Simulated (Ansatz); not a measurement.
**Be2Si (Fm-3m): the cell at rest**

Aim: bring Be2Si (Fm-3m) to small forces and stress, as phonons need.

Method: DFT PBE, scalar-relativistic, plane waves, norm-conserving pseudopotentials, in Ansatz 0.2.0.

## 1. Set-up

Symmetry: Fm-3m, No. 225, cubic system. The conventional cell has a = 5.280 Å, b = 5.280 Å, c = 5.280 Å, α = 90.00°, β = 90.00°, γ = 90.00°. Be has 4 Si at 2.29 Å nearest. Si has 8 Be at 2.29 Å nearest. Farther neighbours are not listed.

Coordinates:

```cif
data_structure
_symmetry_space_group_name_H-M 'P 1'
_symmetry_Int_Tables_number 1
_cell_length_a 3.7335
_cell_length_b 3.7335
_cell_length_c 3.7335
_cell_angle_alpha 60.000
_cell_angle_beta 60.000
_cell_angle_gamma 60.000
_cell_volume 36.80
loop_
_atom_site_label
_atom_site_type_symbol
_atom_site_fract_x
_atom_site_fract_y
_atom_site_fract_z
_atom_site_occupancy
Be1 Be 0.75000 0.75000 0.75000 1
Be2 Be 0.25000 0.25000 0.25000 1
Si3 Si 0.00000 0.00000 0.00000 1
```

## 2. A coarse first look

First a cheap look: the gap decides the mesh and the occupations, the pressure tells how far the cell has to move.

Contents of input.yaml:

```yaml
crystal:
  lattice:
    - [0.0, 2.64, 2.64]
    - [2.64, 0.0, 2.64]
    - [2.64, 2.64, 0.0]
  atoms:
    - { symbol: Be, position: [0.75, 0.75, 0.75] }
    - { symbol: Be, position: [0.25, 0.25, 0.25] }
    - { symbol: Si, position: [0.0, 0.0, 0.0] }
kpoints:
  mp_grid: { grid: [6, 6, 6] }
hamiltonian:
  xc: pbe
  pseudopotentials: { kind: nc }
scf:
  occupations: { method: gaussian, width: 0.1 }
output:
  forces: true
  stress: true
  eigenvalues: true
```

Started as:

```bash
ansatz run input.yaml --threads 4 --pin off --max-ram 7168MiB --backend cpu --events-out ev --progress --plain --runs-dir out
```

Numbers of over 12 decimals in the logs are rounded to 6 here.

The log of the run:

```text
Engine: ansatz 0.2.0, aarch64-unknown-linux-gnu
Pseudopotentials: kind: nc
Pseudopotential: Be, nc, valence charge 4, recommended cutoff 1800 eV (normal), Be.nc.azcp
Pseudopotential: Si, nc, valence charge 4, recommended cutoff 489.804952 eV (normal), Si.nc.azcp
Functional definition: PBE
  parameter kappa = 0.804
  parameter beta = 0.066725
  exchange = pbe_x(kappa = kappa, mu = beta*pi^2/3)
[...]
k-point 0: bands = ["-93.4191", "-93.4164", "-4.4360", "8.0212", "8.0212", "8.0212", "8.4215", "8.4215", "8.4215", "13.6816"]
  k-point 1: bands = ["-93.4190", "-93.4166", "-4.0769", "5.0387", "7.0507", "7.0507", "9.4205", "9.4205", "9.9048", "13.6560"]
  k-point 2: bands = ["-93.4185", "-93.4171", "-3.0494", "1.9915", "6.4236", "6.4236", "9.2438", "9.2438", "10.1505", "14.0196"]
  k-point 15: bands = ["-93.4180", "-93.4175", "-0.9072", "1.5796", "2.7128", "2.8017", "9.2533", "10.2754", "12.7648", "14.8138"]
[key lines of the parts left out:]
SCF converged after 7 iterations
Free energy (F): -897.194962 eV
Fermi energy:    7.448767 eV
P = ⅓ Tr σ = 0.1057 GPa (1.057 kbar)
```

It took 0.66 s on 4 threads of Arm Neoverse V2, shared host; peak memory 0.43 GiB; 2.3 s of CPU time.

This step gave:

* pressure: 0.1057 GPa
* volume per atom: 12.27 Å³
* gap on the k-mesh: 0 eV

The coarse mesh shows no gap and a pressure of 0.1 GPa.

## 3. Bringing the structure to rest

The cell and atoms are relaxed, since residual forces and stress would shift the frequencies.

input.yaml, the sections that differ from step 2:

```yaml
kpoints:
  mp_grid: { grid: [12, 12, 12] }
output:
  forces: true
  stress: true
  eigenvalues: true
  write_density: true
  write_potential: true
  elf: true
  volumetric_format: npy
relax:
  adjacent_minimum: "off"
  f_tol: 0.005
  max_steps: 80
  cell: { stress_tol: 0.05 }
# crystal, hamiltonian, scf: as in step 2
```

The log of the run:

```text
[...]
Crystal: 3 atoms, lattice volume = 36.799 Å³
Basis set: ecut = 1800 eV, 6375 PW (Γ), exchange–correlation on 108×108×108 points (8 copies of the dense FFT grid, shifted against one another)
Bands: 10, of which v1, the nominal top of the filled ones, is band 6 counted from 1 (5 counted from 0)
Symmetry: 48 space group operations
[...]
k-points: 72 of 1728
[...]
SCF iter   1: F=—  HF=-897.258987 eV  |F-HF|=—  |Δ(HF+E_count)|=         —  Δρ=3.13e-2  dr2=2.83e-1  ethr=3.10e-3  ⟨swp⟩=5.9  Hψ=5929  notcnv=0
[...]
SCF iter   7: F=-897.212864 eV  HF=-897.212864 eV  |F-HF|=9.00e-11  |Δ(HF+E_count)|=   4.03e-9  Δρ=8.89e-7  dr2=4.37e-10  ethr=1.29e-10  ⟨swp⟩=6.0  Hψ=3825  notcnv=0
SCF 1 converged in 7 iterations: F = -897.212864 eV  dr2 = 4.37e-10
relax step   1: F+E_penalty+E_count = -897.21286417 eV  Δ(F+E_penalty+E_count) = +0.000e0 eV  max|allowed force component| = 2.776e-17 eV/Å  Δτ_max = 0.0000 Å  P = +0.154 GPa  Ω = 36.799 Å³  (7 SCF iters, dr2 threshold 1.00e-7 eV, accepted)
Crystal: 3 atoms, lattice volume = 36.839 Å³
[...]
iter 1 solved again at ethr=9.69e-9 eV; its pass at ethr=3.10e-3 eV (dr2=1.16e-6 eV) is discarded
[...]
SCF iter   3: F=-897.212888 eV  HF=-897.212888 eV  |F-HF|=6.41e-11  |Δ(HF+E_count)|=   2.36e-9  Δρ=1.92e-6  dr2=1.40e-9  ethr=4.93e-10  ⟨swp⟩=8.8  Hψ=3808  notcnv=0
SCF 2 converged in 3 iterations: F = -897.212888 eV  dr2 = 1.40e-9
relax step   2: F+E_penalty+E_count = -897.21288752 eV  Δ(F+E_penalty+E_count) = -2.335e-5 eV  max|allowed force component| = 4.626e-17 eV/Å  Δτ_max = 0.0000 Å  P = +0.048 GPa  Ω = 36.839 Å³  energy of the carried Pulay correction = -1.297e-6 eV  (3 SCF iters, dr2 threshold 5.91e-8 eV, accepted)
[...]
SCF iter   1: F=—  HF=-897.212901 eV  |F-HF|=—  |Δ(HF+E_count)|=         —  Δρ=2.51e-6  dr2=2.20e-9  ethr=2.96e-7  ⟨swp⟩=2.7  Hψ=7956  notcnv=0
eigensolver tolerance schedule: the retry pair's looser diagonalisation over-reported the residual by 16127.84 of it (diagonalisation noise at an unbounded share of the residual, at the tolerance the schedule requests for it); recorded, not acted on — ethr = c·dr2/N_el stays at c = 1.0e-1
SCF iter   2: F=—  HF=-897.212889 eV  |F-HF|=—  |Δ(HF+E_count)|=   1.20e-5  Δρ=9.20e-7  dr2=2.59e-10  ethr=1.83e-11  ⟨swp⟩=3.3  Hψ=1451  notcnv=0
[...]
SCF iter   4: F=-897.212889 eV  HF=-897.212889 eV  |F-HF|=1.36e-12  |Δ(HF+E_count)|=  8.16e-11  Δρ=9.18e-8  dr2=2.52e-12  ethr=1.00e-12  ⟨swp⟩=6.5  Hψ=3070  notcnv=0
SCF 3 converged in 4 iterations: F = -897.212889 eV  dr2 = 2.52e-12
relax step   3: F+E_penalty+E_count = -897.21288897 eV  Δ(F+E_penalty+E_count) = -1.450e-6 eV  max|allowed force component| = 5.551e-17 eV/Å  Δτ_max = 0.0000 Å  P = +0.049 GPa  Ω = 36.839 Å³  stress off target by 4.87e-2 GPa  SCF on the basis re-selected at this cell (its energy is not comparable with the rows above)  (4 SCF iters)
basis re-selected at this cell: Δ(F+E_penalty+E_count) = -1.450e-6 eV, ΔP = +0.000 GPa vs the last step (what re-selecting the basis moved, of the pressure what is left beyond the Pulay correction that the steps carried, after the strain that the cell walked since its last selection, with what the two solves' SCF thresholds leave and, on support functions, any second-order correction that the steps lacked; it is no m [...]
SCF converged after 4 iterations
Free energy (F): -897.212889 eV
[...]
Internal energy: -897.210376 eV  (E = F + TS)
E sigma→0 (E₀):  -897.211632 eV
Entropy (-TS):   -0.002513 eV (-0.838 meV/atom)
Fermi energy:    7.592864 eV
[...]
--- Stress (GPa, compression-positive) ---
        0.048650      -0.000000      -0.000000
       -0.000000       0.048650      -0.000000
       -0.000000      -0.000000       0.048650
  P = ⅓ Tr σ = 0.0487 GPa (0.487 kbar)
--- Band table (eV; the first three rows and the last of 72) ---
[...]
--- Relaxed structure (2 steps of the walk, 2 accepted, 1 SCFs on fresh bases) ---
  F+E_penalty+E_count = -897.21288897 eV   max|allowed force component| = 5.551e-17 eV/Å   (the final SCF, on the basis selected at the relaxed cell)
  cell:  # Å, volume = 36.8385 Å³
    - [0, 2.640934, 2.640934]
    - [2.640934, 0, 2.640934]
    - [2.640934, 2.640934, 0]
  atoms:
    - { symbol: Be, position: [0.75, 0.75, 0.75] }
    - { symbol: Be, position: [0.25, 0.25, 0.25] }
    - { symbol: Si, position: [0, 0, 0] }
```

The job ended after 8.6 s (4 threads; peak memory 0.62 GiB; 33 s of CPU time).

Little changed from the start: no atom moved by 0.005 Å and no cell edge by 0.1 %.

Numbers from this step:

* pressure: 0.04865 GPa
* volume per atom: 12.28 Å³

ELF in the ac plane of a cell with a along [110], b along [-110] and c along [001] of the cube at fractional y = 0.000, with atoms of Be and Si within 0.2 Å of it. It is the smooth field of the valence electrons, not physical close to the nuclei.

Values, 8 rows by 16 columns, each cell a mean:
```
0.25 0.65 0.78 0.53 0.43 0.71 0.74 0.36 0.25 0.65 0.78 0.53 0.43 0.71 0.74 0.36
0.65 0.71 0.49 0.33 0.52 0.34 0.68 0.67 0.65 0.71 0.49 0.33 0.52 0.34 0.68 0.67
0.24 0.27 0.20 0.24 0.31 0.16 0.28 0.25 0.24 0.27 0.20 0.24 0.31 0.16 0.28 0.25
0.03 0.08 0.23 0.42 0.46 0.32 0.12 0.04 0.03 0.08 0.23 0.42 0.46 0.32 0.12 0.04
0.04 0.10 0.23 0.35 0.36 0.28 0.13 0.05 0.04 0.10 0.23 0.35 0.36 0.28 0.13 0.05
0.36 0.38 0.24 0.30 0.51 0.16 0.36 0.37 0.36 0.38 0.24 0.30 0.51 0.16 0.36 0.37
0.64 0.75 0.60 0.31 0.34 0.43 0.76 0.69 0.64 0.75 0.60 0.31 0.34 0.43 0.76 0.69
0.12 0.55 0.77 0.60 0.53 0.74 0.71 0.23 0.12 0.55 0.77 0.60 0.53 0.74 0.71 0.23
```
Columns run along a (7.5 Å), rows up along c (5.3 Å), edges of the conventional cell, whose origin can differ from the input's. Atoms in or near the plane, at fractional coordinates: Be at (0.25, 0.75), Be at (0.75, 0.75), Be at (0.25, 0.25), Be at (0.75, 0.25), Si at (0.00, 0.00), Si at (0.50, 0.00).

Electrostatic potential energy in the ac plane of a cell with a along [110], b along [-110] and c along [001] of the cube at fractional y = 0.000, with atoms of Be and Si within 0.2 Å of it. With pseudopotentials it is smooth inside the atoms' cores, unlike the true potential.

Ten even steps from '0' (-73 eV) to '9' (11 eV), each cell a mean:
```
027999997200589999850
578887898756888778886
899854589988987447998
999842589999986336999
999875789999998668999
999998999999999889999
999999999999999999999
999999999999999999999
999987899999998878999
999854589999997447999
999842489999986336899
789875789878898668988
258998998523789889873
017999997100589999840
```
Columns run along a (7.5 Å; values clipped at the 3rd and 97th percentile), rows up along c (5.3 Å), edges of the conventional cell, whose origin can differ from the input's. Atoms in or near the plane, at fractional coordinates: Be at (0.25, 0.75), Be at (0.75, 0.75), Be at (0.25, 0.25), Be at (0.75, 0.25), Si at (0.00, 0.00), Si at (0.50, 0.00).

Valence density in the ac plane of a cell with a along [110], b along [-110] and c along [001] of the cube at fractional y = 0.000, with atoms of Be and Si within 0.2 Å of it. It is the smooth field of the valence electrons, not physical close to the nuclei.

Values in units of 1e0 e/Å³, 8 rows by 16 columns, each cell a mean:
```
0.2 0.4 0.4 0.3 0.2 0.3 0.4 0.3 0.2 0.4 0.4 0.3 0.2 0.3 0.4 0.3
0.3 0.3 0.3 3.6 9.8 0.4 0.3 0.3 0.3 0.3 0.3 3.6 9.8 0.4 0.3 0.3
0.1 0.1 0.2 1.8 3.7 0.2 0.1 0.1 0.1 0.1 0.2 1.8 3.7 0.2 0.1 0.1
0.0 0.1 0.1 0.2 0.2 0.1 0.1 0.0 0.0 0.1 0.1 0.2 0.2 0.1 0.1 0.0
0.0 0.1 0.1 0.2 0.2 0.1 0.1 0.0 0.0 0.1 0.1 0.2 0.2 0.1 0.1 0.0
0.1 0.2 0.2 3.7 9.9 0.3 0.2 0.1 0.1 0.2 0.2 3.7 9.9 0.3 0.2 0.1
0.3 0.4 0.3 1.6 3.6 0.3 0.3 0.4 0.3 0.4 0.3 1.6 3.6 0.3 0.3 0.4
0.2 0.4 0.4 0.2 0.2 0.3 0.4 0.2 0.2 0.4 0.4 0.2 0.2 0.3 0.4 0.2
```
Columns run along a (7.5 Å), rows up along c (5.3 Å), edges of the conventional cell, whose origin can differ from the input's. Atoms in or near the plane, at fractional coordinates: Be at (0.25, 0.75), Be at (0.75, 0.75), Be at (0.25, 0.25), Be at (0.75, 0.25), Si at (0.00, 0.00), Si at (0.50, 0.00).

In this step the volume went from 12.27 to 12.28 Å³/atom.

## 4. Relaxing to small forces for the phonons

Phonons need a cell at rest on their own settings, so the relaxation is repeated with tight tolerances on forces and stress on the k mesh and occupations of the first response run.

Contents of input.yaml:

```yaml
crystal:
  lattice:
    - [0.0, 2.6409335594, 2.6409335594]
    - [2.6409335594, 0.0, 2.6409335594]
    - [2.6409335594, 2.6409335594, 0.0]
  atoms:
    - { symbol: Be, position: [0.75, 0.75, 0.75] }
    - { symbol: Be, position: [0.25, 0.25, 0.25] }
    - { symbol: Si, position: [0.0, 0.0, 0.0] }
kpoints:
  mp_grid: { grid: [12, 12, 12] }
hamiltonian:
  xc: pbe
  pseudopotentials: { kind: nc }
scf:
  occupations: { method: methfessel_paxton, width: 0.15 }
output:
  forces: true
  stress: true
  eigenvalues: true
relax:
  adjacent_minimum: "off"
  f_tol: 0.001
  max_steps: 60
  cell: { stress_tol: 0.01 }
```

The log of the run:

```text
[...]
Crystal: 3 atoms, lattice volume = 36.839 Å³
Basis set: ecut = 1800 eV, 6375 PW (Γ), exchange–correlation on 108×108×108 points (8 copies of the dense FFT grid, shifted against one another)
Bands: 10, of which v1, the nominal top of the filled ones, is band 6 counted from 1 (5 counted from 0)
Symmetry: 48 space group operations
[...]
k-points: 72 of 1728
[...]
P = ⅓ Tr σ = 0.0001 GPa (0.001 kbar)
--- Band table (eV; the first three rows and the last of 72) ---
[...]
--- Relaxed structure (3 steps of the walk, 3 accepted, 1 SCFs on fresh bases) ---
[...]
cell:  # Å, volume = 36.8566 Å³
    - [0, 2.641365, 2.641365]
    - [2.641365, 0, 2.641365]
    - [2.641365, 2.641365, 0]
  atoms:
    - { symbol: Be, position: [0.75, 0.75, 0.75] }
    - { symbol: Be, position: [0.25, 0.25, 0.25] }
    - { symbol: Si, position: [0, 0, 0] }
[key lines of the parts left out:]
SCF converged after 6 iterations
Free energy (F): -897.211868 eV
Fermi energy:    7.590109 eV
```

Elapsed: 11 s, on 4 threads; peak memory 0.61 GiB; 42 s of CPU time.

Little changed from the start: no atom moved by 0.005 Å and no cell edge by 0.1 %.

Numbers from this step:

| Property | Result |
| --- | --- |
| pressure | 9.32e-5 GPa |
| volume per atom | 12.29 Å³ |

The forces vanish by symmetry and the pressure is 0.000 GPa, within the tolerances set. The cell now holds 12.29 Å³/atom.

## 5. Outcome

- space group after relaxation (within 0.01 Å): Fm-3m
- lattice constant a: 5.283 Å
- lattice constant b: 5.283 Å
- lattice constant c: 5.283 Å
- volume per atom: 12.3 Å³

**Reading.** The forces vanish by symmetry and the pressure is 0.000 GPa, within the tolerances set. The cell now holds 12.29 Å³/atom. The relaxation keeps the symmetry of its start, so it says nothing on stability against lower symmetry.

[Logs are printed without paths, hosts, clocks, repeated set-up lines and the standing remarks that a program may print on its own settings, such as how far it seeks lower states.]

[Hosts, paths, dates, database ids (printed as entryN), source tags and the programs' standing remarks are cut or masked in the printed files.]
